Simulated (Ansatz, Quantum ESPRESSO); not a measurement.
# NaCl (Fm-3m): third-order response

Which lines does NaCl (Fm-3m) show in Raman and infrared spectra?

Calculated with Quantum ESPRESSO 8.0 development, patched; DFT LDA, scalar-relativistic, plane waves, PseudoDojo norm-conserving pseudopotentials.

Most raw output is cut from this account.

The database entry behind the starting cell differs from later determinations by our own check (an axis about 0.4 % short against later determinations), so it need not match the best structure at ambient conditions.

## Step 1: The structure

Symmetry: Fm-3m, No. 225, cubic system. Conventional cell: a = 5.620 Å, b = 5.620 Å, c = 5.620 Å, α = 90.00°, β = 90.00°, γ = 90.00°. Na has 6 Cl at 2.81 Å nearest. Cl has 6 Na at 2.81 Å nearest. Farther neighbours and most contacts between anions are not listed.

## Step 2: A first look

Before anything dear is run, a loose run with smearing shows whether this is a metal and how far the cell is from rest.

Contents of probe.in:

```
&CONTROL
  calculation = 'scf'
  prefix      = 'x'
  outdir      = './tmp'
  pseudo_dir  = './pseudo'
  tprnfor     = .true.
  tstress     = .true.
  verbosity   = 'high'
/
&SYSTEM
  ibrav       = 2
  celldm(1)   = 10.62026082
  nat         = 2
  ntyp        = 2
  ecutwfc     = 88.0
  occupations = 'smearing'
  smearing    = 'gaussian'
  degauss     = 0.01
/
&ELECTRONS
  conv_thr         = 1.0d-07
  mixing_beta      = 0.7
  electron_maxstep = 100
/
ATOMIC_SPECIES
 Na     22.9898  Na.upf
 Cl     35.4500  Cl.upf
ATOMIC_POSITIONS crystal
 Na     0.000000000   0.000000000   0.000000000
 Cl     0.500000000   0.500000000   0.500000000
K_POINTS automatic
 6 6 6 0 0 0
```

Started as:

```
OMP_NUM_THREADS=1 mpirun -n 2 pw.x -nk 2 -in probe.in > probe.out
```

The job ended after 4.8 s (2 MPI ranks of Intel Xeon Platinum 8488C (Sapphire Rapids), shared host).

Numbers from this step:

* volume per atom: 22.19 Å³
* pressure: -2.177 GPa
* gap on the k-mesh: 4.733 eV

A gap of 4.7 eV opens on this mesh, so the crystal is taken as an insulator; the start stands at -2.2 GPa.

## Step 3: Relaxation

The relaxation runs at a cutoff a fifth above that of the response, since stress converges more slowly with the basis than frequencies do. Forces and stress are brought to rest with tight thresholds.

Contents of relax.in:

```
&CONTROL
  calculation   = 'vc-relax'
  prefix        = 'x'
  outdir        = './tmp'
  pseudo_dir    = './pseudo'
  tprnfor       = .true.
  tstress       = .true.
  forc_conv_thr = 2.0d-05
  etot_conv_thr = 1.0d-07
  nstep         = 40
/
&SYSTEM
  ibrav       = 2
  celldm(1)   = 10.62026082
  nat         = 2
  ntyp        = 2
  ecutwfc     = 106
  occupations = 'fixed'
  nbnd        = 10
/
&ELECTRONS
  conv_thr         = 1.0d-11
  mixing_beta      = 0.7
  electron_maxstep = 100
/
&IONS
/
&CELL
  press_conv_thr = 0.2
/
ATOMIC_SPECIES
 Na     22.9898  Na.upf
 Cl     35.4500  Cl.upf
ATOMIC_POSITIONS crystal
 Na     0.000000000   0.000000000   0.000000000
 Cl     0.500000000   0.500000000   0.500000000
K_POINTS automatic
 6 6 6 0 0 0
```

Started as:

```
OMP_NUM_THREADS=1 mpirun -n 2 pw.x -nk 2 -in relax.in > relax.out
```

It took 34 s on 2 MPI ranks; 69 s of CPU time.

Relaxation path:

```tsv
step	energy less that of the first step (eV)	largest force (eV/Å)	pressure (GPa)	volume (Å³)
1	0.0000	0.0000	-2.19	44.38
2	-0.0064	0.0000	-1.95	43.88
3	-0.0144	0.0000	-1.55	43.15
4	-0.0228	0.0000	-0.89	42.06
5	-0.0262	0.0000	0.11	40.69
6	-0.0263	0.0000	-0.01	40.84
7	-0.0263	0.0000	0.00	40.83
8	-0.0262	0.0000	0.00	40.83
```

```tsv
conventional cell, symmetrised	before	after	change
a (Å)	5.620	5.466	-2.7 %
b (Å)	5.620	5.466	-2.7 %
c (Å)	5.620	5.466	-2.7 %
volume (Å³/atom)	22.19	20.42	-8.0 %
```

The relaxed structure:

```
Na Cl
1.0
    -2.73307    0.00000    2.73307
     0.00000    2.73307    2.73307
    -2.73307    2.73307    0.00000
Na Cl
1 1
Direct
  0.00000 0.00000 0.00000
  0.50000 0.50000 0.50000
```

The last row of the table of steps is pw.x's closing run on a basis chosen anew for the final cell, so its energy can jump.

This step gave:

```
volume per atom   : 20.42 Å³
pressure          : 0.001 GPa
gap on the k-mesh : 5.071 eV
```

The volume changes by -8.0 % from the cell with which this run began.

## Step 4: Ground state

The response is built on this ground state, so it is converged far tighter than an energy would need. With a gap, occupations are fixed, which also allows the response to an electric field.

Contents of scf.in:

```
&CONTROL
  calculation = 'scf'
  prefix      = 'x'
  outdir      = './tmp'
  pseudo_dir  = './pseudo'
  tprnfor     = .true.
  tstress     = .true.
/
&SYSTEM
  ibrav       = 2
  celldm(1)   = 10.32949821
  nat         = 2
  ntyp        = 2
  ecutwfc     = 88.0
  occupations = 'fixed'
  nbnd        = 10
/
&ELECTRONS
  conv_thr         = 1.0d-12
  mixing_beta      = 0.7
  electron_maxstep = 100
/
ATOMIC_SPECIES
 Na     22.9898  Na.upf
 Cl     35.4500  Cl.upf
ATOMIC_POSITIONS crystal
 Na     0.000000000   0.000000000   0.000000000
 Cl     0.500000000   0.500000000   0.500000000
K_POINTS automatic
 8 8 8 0 0 0
```

Started as:

```
OMP_NUM_THREADS=1 mpirun -n 2 pw.x -nk 2 -in scf.in > scf.out
```

The job ended after 9.3 s (2 MPI ranks; 18 s of CPU time).

Numbers from this step:

* pressure: -0.002 GPa

The cell stands at -0.002 GPa, close enough for phonons.

## Step 5: Zone-centre response

At q = 0 one unit cell holds all displacements; symmetry groups them into irreducible representations that are solved one by one. The response to a field gives ε∞ and the Born charges, which polar modes need. Third-order response adds the Raman tensors.

Contents of ph.in:

```
phonons
&INPUTPH
  prefix = 'x'
  outdir = './tmp'
  fildyn = 'g.dyn'
  tr2_ph = 1.0d-18
  epsil  = .true.
  lraman = .true.
  elop   = .true.
/
0.000000000000 0.000000000000 0.000000000000
```

Started as:

```
OMP_NUM_THREADS=1 mpirun -n 2 ph.x -nk 2 -in ph.in > ph.out
```

The job ended after 7.7 min (2 MPI ranks).

Numbers from this step:

| Quantity | Value |
| --- | --- |
| miss of the charge sum rule | 3.00e-5 e |
| largest acoustic frequency at the zone centre before the sum rule | 4.31 cm⁻¹ |
| highest optical zone-centre mode (no LO-TO term) | 188.5 cm⁻¹ |
| lowest optical zone-centre mode | 188.5 cm⁻¹ |
| mean high-frequency dielectric constant | 2.676 |
| largest Born charge in size (third of the trace) | 1.073 e |

Born charge (rows field, columns displacement), before the sum rule (e), principal values of the symmetric part by kind of site:

```tsv
atom	atoms with these values	low	middle	high	mean
Na1	1	1.07	1.07	1.07	1.07
Cl2	1	-1.07	-1.07	-1.07	-1.07
```

In full for Cl2:

```
-1.07  0.00  0.00
 0.00 -1.07  0.00
 0.00  0.00 -1.07
```

High-frequency dielectric tensor:

```
2.68 0.00 0.00
0.00 2.68 0.00
0.00 0.00 2.68
```

The acoustic modes at Γ come out as far as 4.3 cm⁻¹ from zero, where they should vanish, a small numerical error; the Born charges miss their sum rule by 3.0e-5 e, which is good.

## Step 6: Modes with the sum rule

A rigid shift of the crystal must cost nothing, but grids and finite bases break this; the acoustic sum rule is imposed before the matrix is diagonalised again. With Born charges the intensities follow, and the static dielectric tensor.

Contents of dynmat.in:

```
&INPUT
  fildyn = 'g.dyn'
  asr    = 'simple'
  fileig = 'dynmat.eig'
  lperm  = .true.
/
```

Started as:

```
dynmat.x -in dynmat.in > dynmat.out
```

Run time: 0.68 s. Hardware: 1 thread.

This step gave:

| Quantity | Value |
| --- | --- |
| highest optical zone-centre mode (no LO-TO term) | 188.4 cm⁻¹ |
| lowest optical zone-centre mode | 188.4 cm⁻¹ |
| mean static dielectric constant | 5.481 |

Unit eigenvectors of the mass-weighted matrix after the sum rule; no LO-TO term. Modes at Γ, with each element's share of the kinetic energy:

```tsv
mode	frequency (cm⁻¹)	symmetry	Na %	Cl %
1	0.0	acoustic	39	61
2	0.0	acoustic	39	61
3	0.0	acoustic	39	61
4	188.4	T1u	61	39
5	188.4	T1u	61	39
6	188.4	T1u	61	39
```

Displacements in mode 6 (188.4 cm⁻¹), the largest set to 1:
```
Na1  1.00 -0.39 -0.02
Cl2 -0.65  0.25  0.01
```

Degenerate modes summed, no LO-TO term. Infrared lines, with heights relative to the strongest:

```tsv
position (cm⁻¹)	lines merged	label	IR intensity, relative
188	3	T1u	100
```

Static dielectric tensor (ions relaxed, fixed cell):

```
5.48 0.00 0.00
0.00 5.48 0.00
0.00 0.00 5.48
```

The rule moves no optical mode by more than 0.1 cm⁻¹.

## Step 7: Sum rules set otherwise (asr no)

Without the rule the raw error of the acoustic modes shows.

Contents of dynmat.in:

```
&INPUT
  fildyn = 'g.dyn'
  asr    = 'no'
  fileig = 'dynmat.eig'
  lperm  = .true.
/
```

Started as:

```
dynmat.x -in dynmat.in > dynmat.out
```

Run time: 0.67 s. Hardware: 1 thread.

Read from the output:

```
highest optical zone-centre mode (no LO-TO term) : 188.5 cm⁻¹
lowest optical zone-centre mode                  : 188.5 cm⁻¹
mean static dielectric constant                  : 5.479
```

Zone-centre frequencies as printed; negative means imaginary. Modes:

```tsv
mode	frequency (cm⁻¹)
1	4.31
2	4.31
3	4.31
4	188.5
5	188.5
6	188.5
```

Against the first rule no mode moves by more than 4.4 cm⁻¹.

## Step 8: Sum rules set otherwise (asr crystal)

The rule can be imposed in more than one way; the choices should agree where the raw error is small.

Contents of dynmat.in:

```
&INPUT
  fildyn = 'g.dyn'
  asr    = 'crystal'
  fileig = 'dynmat.eig'
  lperm  = .true.
/
```

Started as:

```
dynmat.x -in dynmat.in > dynmat.out
```

Wall time 0.7 s (1 thread).

Zone-centre frequencies as printed; negative means imaginary. Modes:

```tsv
mode	frequency (cm⁻¹)
1	0
2	0
3	0
4	188.5
5	188.5
6	188.5
```

Against the first rule no mode moves by more than 0.1 cm⁻¹.

## Step 9: The LO-TO splitting (1 0 0)

A longitudinal polar mode sets up a macroscopic field that stiffens it; the term hangs on the direction from which q goes to zero.

Contents of dynmat.in:

```
&INPUT
  fildyn = 'g.dyn'
  asr    = 'simple'
  fileig = 'dynmat.eig'
  q(1)   = 1.0
  q(2)   = 0.0
  q(3)   = 0.0
/
```

Started as:

```
dynmat.x -in dynmat.in > dynmat.out
```

It took 0.7 s on 1 thread.

Numbers from this step:

```yaml
highest_mode_moved_by_the_lo_to_term: 269.6 cm⁻¹
```

Zone-centre frequencies as printed; negative means imaginary. Modes:

```tsv
mode	frequency (cm⁻¹)
1	0
2	0
3	0
4	188.4
5	188.4
6	269.6
```

The field moves one mode, from 188 to 270 cm⁻¹; the others stay.

## Step 10: A second program

A second program on the same cell, potentials, cutoff and meshes tests the implementation of the phonon response, not its convergence. Its field response is summed in its own way. Its k mesh is centred on Γ.

This step: DFT LDA, scalar-relativistic, plane waves, PseudoDojo norm-conserving pseudopotentials (Ansatz 0.2.0).

Contents of input.yaml:

```yaml
crystal:
  lattice:
    - [-2.7330675277, 0.0, 2.7330675277]
    - [0.0, 2.7330675277, 2.7330675277]
    - [-2.7330675277, 2.7330675277, 0.0]
  atoms:
    - { symbol: Na, position: [0.0, 0.0, 0.0] }
    - { symbol: Cl, position: [0.5, 0.5, 0.5] }
kpoints:
  mp_grid: { grid: [8, 8, 8] }
hamiltonian:
  xc: lda
  pseudopotentials: { kind: nc, accuracy: standard }
scf:
  occupations: { method: fixed }
output:
  eigenvalues: true
basis:
  ecutwfc: 1197.301
phonons:
  method: dfpt
  dielectric: true
  rigid_motions: translations
  raman: true
```

Started as:

```
ansatz run input.yaml --threads 2 --pin off --max-ram 4096MiB --backend cpu --events-out ev --progress --plain --runs-dir out
```

The job ended after 99 s (2 threads; peak memory 0.83 GiB).

This step gave:

| Item | Value |
| --- | --- |
| sum-rule residual before enforcement | 2.95e-4 eV/Å² |
| miss of the charge sum rule | 2.01e-6 e |
| highest mode moved by the LO-TO term | 269.7 cm⁻¹ |

Transverse modes. Lines of the infrared spectrum (strongest = 100):

```tsv
position (cm⁻¹)	label	IR intensity ((D/Å)²/amu), degenerate modes summed, relative
188	T1u	100
```

## Step 11: Side by side: QE PseudoDojo and Ansatz, PseudoDojo

Numbers from this step:

```yaml
root_mean_square_difference: 0.06 cm⁻¹
largest_difference: 0.06 cm⁻¹
```

Frequencies side by side, by row:

```tsv
q (reciprocal lattice)	mode	QE PseudoDojo (cm⁻¹)	Ansatz, PseudoDojo (cm⁻¹)
0 0 0	1	0	0
0 0 0	2	0	0
0 0 0	3	0	0
0 0 0	4	188.4	188.5
0 0 0	5	188.4	188.5
0 0 0	6	188.4	188.5
```

The two runs side by side. Further quantities:

```tsv
quantity	QE PseudoDojo	Ansatz, PseudoDojo
mean ε∞	2.676	2.676
largest Born charge in size (e; the first before, the second after the charge sum rule)	1.073	1.073
summed IR intensity ((D/Å)²/amu)	5.718	5.718
```

At the zone centre the largest difference (acoustic modes at Γ apart) is 0.03 % of the highest mode.

## Step 12: Results

```json
{"space group after relaxation": "Fm-3m", "volume per atom": "20.4 Å³", "gap on the k-mesh": "5.07 eV", "highest optical zone-centre mode (no LO-TO term)": "188.4 cm⁻¹", "highest mode moved by the LO-TO term": "269.6 cm⁻¹", "mean high-frequency dielectric constant": "2.68", "largest Born charge in size (third of the trace)": "1.07 e", "mean static dielectric constant": "5.48", "imaginary optical modes at the zone centre (no q mesh in this session)": "none", "largest difference from Ansatz, PseudoDojo": "0.06 cm⁻¹"}
```

**Reading.** No mode is Raman active in this structure; the strongest infrared line lies at 188 cm⁻¹. At the LDA level the optical modes of NaCl (Fm-3m) at the zone centre (no LO-TO term) lie at 188 cm⁻¹. Along the directions run, the highest mode that the macroscopic field moves lies at 270 cm⁻¹. Lattice motion raises the mean dielectric constant from 2.676 to 5.481. The Born charge of Na is 1.073 e against a formal charge of +1, close to the ionic value. The Lyddane-Sachs-Teller relation holds: (ωLO/ωTO)² is 2.05 and ε₀/ε∞ is 2.05. QE PseudoDojo and Ansatz, PseudoDojo agree to 0.06 cm⁻¹ (0.03 % of the highest mode compared) on all solved modes but the acoustic ones at Γ, without the LO-TO term. These are harmonic frequencies at zero temperature: anharmonic shifts and linewidths and thermal expansion are left out. The build is a development version in which the Raman tensors of release 7.5 are mended; dynmat.x leaves out the electro-optic term of LO lines.

[Host names and launcher messages were left out of these logs when they were recorded.]

[Logs are printed without paths, hosts, clocks, repeated set-up lines and the standing remarks that a program may print on its own settings, such as how far it seeks lower states.]

[Hosts, paths, dates, database ids (printed as entryN), source tags and the programs' standing remarks are cut or masked in the printed files.]
